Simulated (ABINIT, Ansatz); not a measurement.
**K2TaNbO6 (Fm-3m): G0W0 with ABINIT, start to end**

Aim: the G0W0 gap of K2TaNbO6 (Fm-3m) on PBEsol, step by step.

Program: ABINIT 10.8.3. Level of theory: PBEsol and many-body steps on it, plane waves. Results are calculated unless marked as measured.

**1. The starting structure**

Symmetry: Fm-3m, No. 225, cubic system. Conventional cell: a = 8.089 Å, b = 8.089 Å, c = 8.089 Å, α = 90.00°, β = 90.00°, γ = 90.00°. K has 12 O at 2.86 Å nearest. Nearest to Ta lie 6 O at 2.01 Å. Nearest to Nb lie 6 O at 2.03 Å. Nearest to O lie 1 Ta at 2.01 Å and 1 Nb at 2.03 Å and 4 K at 2.86 Å. Farther neighbours and most contacts between anions are not listed.

Structure file:

```cif
data_structure
_symmetry_space_group_name_H-M 'P 1'
_symmetry_Int_Tables_number 1
_cell_length_a 5.7197
_cell_length_b 5.7197
_cell_length_c 5.7197
_cell_angle_alpha 60.000
_cell_angle_beta 60.000
_cell_angle_gamma 60.000
_cell_volume 132.31
loop_
_atom_site_label
_atom_site_type_symbol
_atom_site_fract_x
_atom_site_fract_y
_atom_site_fract_z
_atom_site_occupancy
K1 K 0.25000 0.25000 0.25000 1
K2 K 0.75000 0.75000 0.75000 1
Ta3 Ta 0.50000 0.50000 0.50000 1
Nb4 Nb 0.00000 0.00000 0.00000 1
O5 O 0.74903 0.25097 0.25097 1
O6 O 0.25097 0.74903 0.74903 1
O7 O 0.25097 0.74903 0.25097 1
O8 O 0.74903 0.25097 0.74903 1
O9 O 0.25097 0.25097 0.74903 1
O10 O 0.74903 0.74903 0.25097 1
```

The cell and positions are those that the Materials Project relaxed with its own functionals (PBE, PBE+U or r2SCAN), kept fixed. Spin-orbit coupling is left out unless a step names it.

**2. Ground state**

This step: ABINIT 10.8.3; DFT, PBEsol, plane waves, norm-conserving pseudopotentials.

The ground-state density comes first.

run.abi

```
acell 3*1.0 Angstrom
rprim 
  -0.000000000000 4.044428000000 4.044428000000
  4.044428000000 -0.000000000000 4.044428000000
  4.044428000000 4.044428000000 -0.000000000000
ntypat 4
znucl 19 73 41 8
natom 10
typat 1 1 2 3 4 4 4 4 4 4
xred 
  0.250000000000 0.250000000000 0.250000000000
  0.750000000000 0.750000000000 0.750000000000
  0.500000000000 0.500000000000 0.500000000000
  -0.000000000000 0.000000000000 -0.000000000000
  0.749028000000 0.250972000000 0.250972000000
  0.250972000000 0.749028000000 0.749028000000
  0.250972000000 0.749028000000 0.250972000000
  0.749028000000 0.250972000000 0.749028000000
  0.250972000000 0.250972000000 0.749028000000
  0.749028000000 0.749028000000 0.250972000000
pp_dirpath "pseudos"
pseudos "K.upf, Ta.upf, Nb.upf, O.upf"
ecut 37
ngkpt 4 4 4
nshiftk 1
shiftk 0 0 0
kptopt 1
chksymbreak 0
nband 49
occopt 1
tolvrs 1e-10
nstep 60
prtwf 0
optforces 0
optstress 0
indata_prefix "in"
outdata_prefix "out"
tmpdata_prefix "tmp"
```

Started as:

```bash
$ OMP_NUM_THREADS=1 mpirun -n 4 abinit run.abi > log
```

Numbers of over 12 decimals in the logs are rounded to 6 here.

The log of the run:

```text
.Version 10.8.3 of ABINIT. v10.8.2 released Aug 2026.

 Symmetries : space group Fm -3 m (#225); Bravais cF (face-center cubic)
================================================================================
 Values of the parameters that define the memory need of the present run
     intxc =       0    ionmov =       0      iscf =       7    lmnmax =       8
     lnmax =       8     mgfft =      60  mpssoang =       4    mqgrid =    3001
     natom =      10  nloc_mem =       1    nspden =       1   nspinor =       1
    nsppol =       1      nsym =      48    n1xccc =    2501    ntypat =       4
    occopt =       1   xclevel =       2
-    mband =          49        mffmem =           1         mkmem =           2
       mpw =        9620          nfft =      216000          nkpt =           8
================================================================================
  Rough estimation (10% accuracy) of disk space for files :
================================================================================

--------------------------------------------------------------------------------
------------- Echo of variables that govern the present computation ------------
--------------------------------------------------------------------------------
 -outvars: echo values of preprocessed input variables --------
            acell      1.8897261259E+00  1.8897261259E+00  1.8897261259E+00 Bohr

      chksymbreak           0
             ecut      3.70000000E+01 Hartree
-          fftalg         312

              ixc     -116133
              kpt      0.00000000E+00  0.00000000E+00  0.00000000E+00
                       2.50000000E-01  0.00000000E+00  0.00000000E+00
                       5.00000000E-01  0.00000000E+00  0.00000000E+00
                       2.50000000E-01  2.50000000E-01  0.00000000E+00
                       5.00000000E-01  2.50000000E-01  0.00000000E+00
                      -2.50000000E-01  2.50000000E-01  0.00000000E+00
                       5.00000000E-01  5.00000000E-01  0.00000000E+00
                      -2.50000000E-01  5.00000000E-01  2.50000000E-01
         kptrlatt        4    0    0      0    4    0      0    0    4
          kptrlen      4.32345522E+01
P           mkmem           2
            natom          10
            nband          49
            ngfft          60      60      60
             nkpt           8
            nstep          60
             nsym          48
           ntypat           4
              occ      2.000000  2.000000  2.000000  2.000000  2.000000  2.000000
                       2.000000  2.000000  2.000000  2.000000  2.000000  2.000000
                       2.000000  2.000000  2.000000  2.000000  2.000000  2.000000
                       2.000000  2.000000  2.000000  2.000000  2.000000  2.000000
                       2.000000  2.000000  2.000000  2.000000  2.000000  2.000000
                       2.000000  2.000000  2.000000  2.000000  2.000000  2.000000
                       2.000000  2.000000  2.000000  2.000000  0.000000  0.000000
                       0.000000  0.000000  0.000000  0.000000  0.000000  0.000000
                       0.000000
        optforces           0
        optstress           0
            prtwf           0
            rprim     -0.0000000000E+00  4.0444280000E+00  4.0444280000E+00
                       4.0444280000E+00 -0.0000000000E+00  4.0444280000E+00
                       4.0444280000E+00  4.0444280000E+00 -0.0000000000E+00
          spgroup         225

           tolvrs      1.00000000E-10

             xred      2.5000000000E-01  2.5000000000E-01  2.5000000000E-01
                       7.5000000000E-01  7.5000000000E-01  7.5000000000E-01
[...]
znucl       19.00000   73.00000   41.00000    8.00000

================================================================================

 chkinp: Checking input parameters for consistency.

================================================================================
== DATASET  1 ==================================================================
-   mpi_nproc: 4, omp_nthreads: 1 (-1 if OMP is not activated)

--- !DatasetInfo
iteration_state: {dtset: 1, }
dimensions: {natom: 10, nkpt: 8, mband: 49, nsppol: 1, nspinor: 1, nspden: 1, mpw: 9620, }
cutoff_energies: {ecut:  37.0, pawecutdg:  -1.0, }
electrons: {nelect:   8.00000000E+01, charge:   0.00000000E+00, occopt:   1.00000000E+00, tsmear:   1.00000000E-02, }

 Real(R)+Recip(G) space primitive vectors, cartesian coordinates (Bohr,Bohr^-1):
 R(1)=  0.0000000  7.6428613  7.6428613  G(1)= -0.0654205  0.0654205  0.0654205
 R(2)=  7.6428613  0.0000000  7.6428613  G(2)=  0.0654205 -0.0654205  0.0654205
 R(3)=  7.6428613  7.6428613  0.0000000  G(3)=  0.0654205  0.0654205 -0.0654205
 Unit cell volume ucvol=  8.9288993E+02 bohr^3
 Angles (23,13,12)=  6.00000000E+01  6.00000000E+01  6.00000000E+01 degrees

 getcut: wavevector=  0.0000  0.0000  0.0000  ngfft=  60  60  60
         ecut(hartree)=     37.000   => boxcut(ratio)=   2.02728

--- Pseudopotential description ------------------------------------------------
- K Generated using ONCVPSP code by D. R. Hamann
- 19.00000   9.00000  180301                  znucl, zion, pspdat
12 -116133 2 -1 2250                          pspcod,pspxc,lmax,lloc,mmax
     nproj     2     2     2     0
  pspatm : epsatm=    8.32504554
[...]
--- l  ekb(1:nproj) -->
[...]
2   -1.335834
 pspatm: atomic psp has been read  and splines computed

   7.31200349E+03                                ecore*ucvol(ha*bohr**3)
--------------------------------------------------------------------------------

_setup2: Arith. and geom. avg. npw (full set) are    9595.422    9595.414

================================================================================

--- !BeginCycle
iteration_state: {dtset: 1, }
solver: {iscf: 7, nstep: 60, nline: 4, wfoptalg: 0, }
tolerances: {tolvrs: 1.00E-10, }

     iter   Etot(hartree)      deltaE(h)  residm     vres2
 ETOT  1  -285.45512478975    -2.855E+02 8.475E-02 5.142E+03
 ETOT  2  -281.25095421695     4.204E+00 4.691E-02 2.287E+04
 ETOT  3  -286.60204049735    -5.351E+00 2.246E-02 8.855E+02
 ETOT  4  -286.66065047011    -5.861E-02 1.109E-02 4.298E+02
 ETOT  5  -286.69073658616    -3.009E-02 5.250E-03 2.104E+02
 ETOT  6  -286.72224856622    -3.151E-02 5.867E-03 6.043E+00
 ETOT  7  -286.72294648819    -6.979E-04 2.594E-03 2.573E+00
 ETOT  8  -286.72341034482    -4.639E-04 1.127E-03 7.527E-03
 ETOT  9  -286.72341208666    -1.742E-06 6.368E-04 7.665E-04
 ETOT 10  -286.72341223503    -1.484E-07 1.195E-03 1.236E-05
 ETOT 11  -286.72341223701    -1.985E-09 1.496E-03 7.021E-07
 ETOT 12  -286.72341223709    -7.896E-11 2.324E-03 3.649E-09
 ETOT 13  -286.72341223707     1.813E-11 7.713E-03 1.835E-10
 ETOT 14  -286.72341223708    -4.377E-12 8.507E-04 5.311E-12

 At SCF step   14       vres2   =  5.31E-12 < tolvrs=  1.00E-10 =>converged.

--- !ResultsGS
iteration_state: {dtset: 1, }
comment   : Summary of ground state results
lattice_vectors:
- [ -0.0000000,   7.6428613,   7.6428613, ]
- [  7.6428613,  -0.0000000,   7.6428613, ]
- [  7.6428613,   7.6428613,  -0.0000000, ]
lattice_lengths: [  10.80864,   10.80864,   10.80864, ]
lattice_angles: [ 60.000,  60.000,  60.000, ] # degrees, (23, 13, 12)
lattice_volume:   8.9288993E+02
convergence: {deltae: -4.377E-12, res2:  5.311E-12, residm:  8.507E-04, diffor:  0.000E+00, }
etotal    :  -2.86723412E+02
entropy   :   0.00000000E+00
fermie    :   1.91800866E-01
cartesian_stress_tensor: null
pressure_GPa: null
xred      :
- [  2.5000E-01,   2.5000E-01,   2.5000E-01,  K]
- [  7.5000E-01,   7.5000E-01,   7.5000E-01,  K]
- [  5.0000E-01,   5.0000E-01,   5.0000E-01, Ta]
- [  0.0000E+00,   0.0000E+00,   0.0000E+00, Nb]
- [  7.4903E-01,   2.5097E-01,   2.5097E-01,  O]
- [  2.5097E-01,   7.4903E-01,   7.4903E-01,  O]
- [  2.5097E-01,   7.4903E-01,   2.5097E-01,  O]
- [  7.4903E-01,   2.5097E-01,   7.4903E-01,  O]
- [  2.5097E-01,   2.5097E-01,   7.4903E-01,  O]
- [  7.4903E-01,   7.4903E-01,   2.5097E-01,  O]
cartesian_forces: null
force_length_stats: {min: null, max: null, mean: null, }

 Integrated electronic density in atomic spheres:
 ------------------------------------------------
 Atom  Sphere_radius  Integrated_density
[...]
================================================================================

 ----iterations are completed or convergence reached----

 Mean square residual over all n,k,spin=   31.206E-07; max=  85.072E-05
 reduced coordinates (array xred) for   10 atoms
[...]
0.250972000000      0.749028000000      0.749028000000
       0.250972000000      0.749028000000      0.250972000000
       0.749028000000      0.250972000000      0.749028000000
       0.250972000000      0.250972000000      0.749028000000
       0.749028000000      0.749028000000      0.250972000000
 rms dE/dt=  0.0000E+00; max dE/dt=  0.0000E+00; dE/dt below (all hartree)
    1       0.000000000000      0.000000000000      0.000000000000
    2       0.000000000000      0.000000000000      0.000000000000
    3       0.000000000000      0.000000000000      0.000000000000
    4       0.000000000000      0.000000000000      0.000000000000
    5       0.000000000000      0.000000000000      0.000000000000
    6       0.000000000000      0.000000000000      0.000000000000
    7       0.000000000000      0.000000000000      0.000000000000
    8       0.000000000000      0.000000000000      0.000000000000
    9       0.000000000000      0.000000000000      0.000000000000
   10       0.000000000000      0.000000000000      0.000000000000

 cartesian coordinates (angstrom) at end:
[...]
6      6.058780     4.044428     4.044428
    7      4.044428     2.030076     4.044428
    8      4.044428     6.058780     4.044428
    9      4.044428     4.044428     2.030076
   10      4.044428     4.044428     6.058780
 length scales=  1.889726125908  1.889726125908  1.889726125908 bohr
              =  1.000000000000  1.000000000000  1.000000000000 angstroms
 prteigrs : about to open file out_EIG
 Fermi (or HOMO) energy (hartree) =   0.19180   Average Vxc (hartree)=  -0.40790
 Eigenvalues (hartree) for nkpt=   8  k points:
 kpt#   1, nband= 49, wtk=  0.01563, kpt=  0.0000  0.0000  0.0000 (reduced coord)
  -2.29412   -1.82903   -1.06317   -1.06317   -1.06317   -0.95157   -0.95157   -0.95157
  -0.80553   -0.80376   -0.43735   -0.41575   -0.41575   -0.38445   -0.38445   -0.38445
  -0.21175   -0.21175   -0.21175   -0.20330   -0.20330   -0.20330   -0.00013   -0.00013
   0.00786    0.05248    0.05248    0.05248    0.10514    0.10514    0.10514    0.15458
   0.15458    0.15458    0.16766    0.16766    0.16766    0.19180    0.19180    0.19180
   0.25419    0.25419    0.25419    0.39740    0.39740    0.39999    0.39999    0.39999
   0.42279
 prteigrs : prtvol=0 or 1, do not print more k-points.

--- !EnergyTerms
iteration_state     : {dtset: 1, }
comment             : Components of total free energy in Hartree
kinetic             :  1.21171217023758E+02
hartree             :  5.78248542535764E+01
xc                  : -6.50137339974349E+01
Ewald energy        : -2.04480412805623E+02
psp_core            :  8.18914323416563E+00
local_psp           : -2.09927911765648E+02
non_local_psp       :  5.51343182012857E+00
total_energy        : -2.86723412237077E+02
total_energy_eV     : -7.80214151614875E+03
band_energy         : -2.71829250826352E+01

== END DATASET(S) ==============================================================
================================================================================

 -outvars: echo values of variables after computation  --------
           etotal     -2.8672341224E+02
            nband          49
             nkpt           8
          spgroup         225
 [... the other variables as echoed above ...]

 Calculation completed.
```

The job ended after 73 s (4 MPI ranks of Intel Xeon Platinum 8488C (Sapphire Rapids), shared host; peak memory 0.6 GiB).

Numbers from this step:

* total energy: -7802.1415 eV
* gap: 1.698 eV
* k of the valence top: 0, 0, 0
* k of the conduction bottom: 0, 0, 0
* least direct gap: 1.698 eV

The gap is direct, at Γ.

**3. Empty states on the mesh, 2×2×2 mesh, 278 bands**

The sums over transitions need many empty states on a uniform mesh; this step solves for them.

Edit run.abi of step 2 so:

```diff
@@ -23,3 +23,3 @@
 ecut 37
-ngkpt 4 4 4
+ngkpt 2 2 2
 nshiftk 1
@@ -28,9 +28,10 @@
 chksymbreak 0
-nband 49
-occopt 1
-tolvrs 1e-10
+iscf -2
+irdden 1
+istwfk *1
+nband 278
+nbdbuf 24
+tolwfr 1e-09
 nstep 60
-prtwf 0
-optforces 0
-optstress 0
+prtvol 0
 indata_prefix "in"
```

The log of the run:

```text
.Version 10.8.3 of ABINIT. v10.8.2 released Aug 2026.

 Symmetries : space group Fm -3 m (#225); Bravais cF (face-center cubic)
[... echo of the input left out ...]
== DATASET  1 ==================================================================
-   mpi_nproc: 4, omp_nthreads: 1 (-1 if OMP is not activated)
-    --> not optimal distribution: autoparal keyword recommended in input file <--

--- !DatasetInfo
iteration_state: {dtset: 1, }
dimensions: {natom: 10, nkpt: 3, mband: 278, nsppol: 1, nspinor: 1, nspden: 1, mpw: 9608, }
cutoff_energies: {ecut:  37.0, pawecutdg:  -1.0, }
electrons: {nelect:   8.00000000E+01, charge:   0.00000000E+00, occopt:   1.00000000E+00, tsmear:   1.00000000E-02, }

 Real(R)+Recip(G) space primitive vectors, cartesian coordinates (Bohr,Bohr^-1):
 R(1)=  0.0000000  7.6428613  7.6428613  G(1)= -0.0654205  0.0654205  0.0654205
 R(2)=  7.6428613  0.0000000  7.6428613  G(2)=  0.0654205 -0.0654205  0.0654205
 R(3)=  7.6428613  7.6428613  0.0000000  G(3)=  0.0654205  0.0654205 -0.0654205
 Unit cell volume ucvol=  8.9288993E+02 bohr^3
 Angles (23,13,12)=  6.00000000E+01  6.00000000E+01  6.00000000E+01 degrees

 getcut: wavevector=  0.0000  0.0000  0.0000  ngfft=  60  60  60
         ecut(hartree)=     37.000   => boxcut(ratio)=   2.02728

--- Pseudopotential description ------------------------------------------------
- K Generated using ONCVPSP code by D. R. Hamann
- 19.00000   9.00000  180301                  znucl, zion, pspdat
12 -116133 2 -1 2250                          pspcod,pspxc,lmax,lloc,mmax
     nproj     2     2     2     0
  pspatm : epsatm=    8.32504554
         --- l  ekb(1:nproj) -->
             0   10.921326    0.816676
             1    4.431000    0.560368
             2   -3.384038   -1.043186
 pspatm: atomic psp has been read  and splines computed

- Ta Generated using ONCVPSP code by D. R. Hamann
- 73.00000  13.00000  180301                  znucl, zion, pspdat
12 -116133 3 -1 1432                          pspcod,pspxc,lmax,lloc,mmax
     nproj     2     2     2     2
  pspatm : epsatm=   21.70780620
         --- l  ekb(1:nproj) -->
[...]
pspatm: atomic psp has been read  and splines computed

- Nb Generated using ONCVPSP code by D. R. Hamann
- 41.00000  13.00000  180301                  znucl, zion, pspdat
12 -116133 2 -1 1660                          pspcod,pspxc,lmax,lloc,mmax
     nproj     2     2     2     0
  pspatm : epsatm=   15.66753918
         --- l  ekb(1:nproj) -->
[...]
pspatm: atomic psp has been read  and splines computed

- O Generated using ONCVPSP code by D. R. Hamann
-  8.00000   6.00000  180301                  znucl, zion, pspdat
12 -116133 2 -1 936                           pspcod,pspxc,lmax,lloc,mmax
     nproj     2     2     1     0
  pspatm : epsatm=    6.22910120
         --- l  ekb(1:nproj) -->
[...]
2   -1.335834
[...]
5.49E-06  4.15E-05  6.36E-05  9.87E-07  5.40E-06  3.12E-06
 -2.2941E+00 -1.8290E+00 -1.0632E+00 -1.0632E+00 -1.0632E+00 -9.5157E-01
 -9.5157E-01 -9.5157E-01 -8.0553E-01 -8.0376E-01 -4.3735E-01 -4.1575E-01
[...]
2.9513E+00  2.9513E+00  2.9593E+00  2.9596E+00  2.9599E+00  2.9718E+00
  2.9724E+00  2.9731E+00
 prteigrs : prtvol=0 or 1, do not print more k-points.

--- !ResultsGS
iteration_state: {dtset: 1, }
comment   : Summary of ground state results
lattice_vectors:
- [ -0.0000000,   7.6428613,   7.6428613, ]
- [  7.6428613,  -0.0000000,   7.6428613, ]
- [  7.6428613,   7.6428613,  -0.0000000, ]
lattice_lengths: [  10.80864,   10.80864,   10.80864, ]
lattice_angles: [ 60.000,  60.000,  60.000, ] # degrees, (23, 13, 12)
lattice_volume:   8.9288993E+02
convergence: {deltae:  0.000E+00, res2:  0.000E+00, residm:  9.858E-10, diffor:  0.000E+00, }
etotal    :  -2.86723412E+02
entropy   :   0.00000000E+00
fermie    :   1.91800866E-01
cartesian_stress_tensor: null
pressure_GPa: null
xred      :
- [  2.5000E-01,   2.5000E-01,   2.5000E-01,  K]
- [  7.5000E-01,   7.5000E-01,   7.5000E-01,  K]
- [  5.0000E-01,   5.0000E-01,   5.0000E-01, Ta]
- [  0.0000E+00,   0.0000E+00,   0.0000E+00, Nb]
- [  7.4903E-01,   2.5097E-01,   2.5097E-01,  O]
- [  2.5097E-01,   7.4903E-01,   7.4903E-01,  O]
- [  2.5097E-01,   7.4903E-01,   2.5097E-01,  O]
- [  7.4903E-01,   2.5097E-01,   7.4903E-01,  O]
- [  2.5097E-01,   2.5097E-01,   7.4903E-01,  O]
- [  7.4903E-01,   7.4903E-01,   2.5097E-01,  O]
cartesian_forces: null
force_length_stats: {min: null, max: null, mean: null, }

 Integrated electronic density in atomic spheres:
 ------------------------------------------------
 Atom  Sphere_radius  Integrated_density
[...]
================================================================================

 ----iterations are completed or convergence reached----

 Mean square residual over all n,k,spin=   41.032E-11; max=  98.578E-11
 reduced coordinates (array xred) for   10 atoms
[...]
0.250972000000      0.250972000000      0.749028000000
       0.749028000000      0.749028000000      0.250972000000

 cartesian coordinates (angstrom) at end:
    1      2.022214     2.022214     2.022214
    2      6.066642     6.066642     6.066642
    3      4.044428     4.044428     4.044428
[...]
9      4.044428     4.044428     2.030076
   10      4.044428     4.044428     6.058780
 length scales=  1.889726125908  1.889726125908  1.889726125908 bohr
              =  1.000000000000  1.000000000000  1.000000000000 angstroms
 prteigrs : about to open file out_EIG
 Eigenvalues (hartree) for nkpt=   3  k points:
 kpt#   1, nband=278, wtk=  0.12500, kpt=  0.0000  0.0000  0.0000 (reduced coord)
[...]
2.88761    2.88761    2.88794    2.88794    2.89921    2.89921    2.89921    2.90748
   2.90748    2.90748    2.95076    2.95081    2.95091    2.95120    2.95126    2.95131
   2.95935    2.95959    2.95986    2.97180    2.97242    2.97314
 prteigrs : prtvol=0 or 1, do not print more k-points.

== END DATASET(S) ==============================================================
================================================================================

 -outvars: echo values of variables after computation  --------
            nband         278
             nkpt           3
          spgroup         225
 [... the other variables as echoed above ...]

 Calculation completed.
```

Wall time 3.9 min (4 MPI ranks); peak memory 0.49 GiB.

Numbers from this step:

- gap: 1.698 eV
- k of the valence top: 0, 0, 0
- k of the conduction bottom: 0, 0, 0
- least direct gap: 1.698 eV
- k points computed: 3
- lowest point of the top converged band, above the valence top: 71.9812 eV

On this mesh the gap is 1.698 eV.

(Part 1 of 2 ends here.)

[Paths, hosts, dates, memory and timing lines, banners, echoed tables and standing remarks are left out of the program output.]

[Logs are printed without paths, hosts, clocks, repeated set-up lines and the standing remarks that a program may print on its own settings, such as how far it seeks lower states.]

[Runs of the session that timed out or met a known fault of the program may be left out.]

[Hosts, paths, dates, database ids (printed as entryN), source tags and the programs' standing remarks are cut or masked in the printed files.]

[G0W0 gaps are taken among the corrected bands and points alone; a level outside them can change the order at an edge.]

[Where Ansatz stands beside ABINIT at settings called matched, ABINIT's density can come from a denser mesh and the files from another edition; pairs whose starting gaps differed by over 0.03 eV were left out, so agreement reads better than it is.]
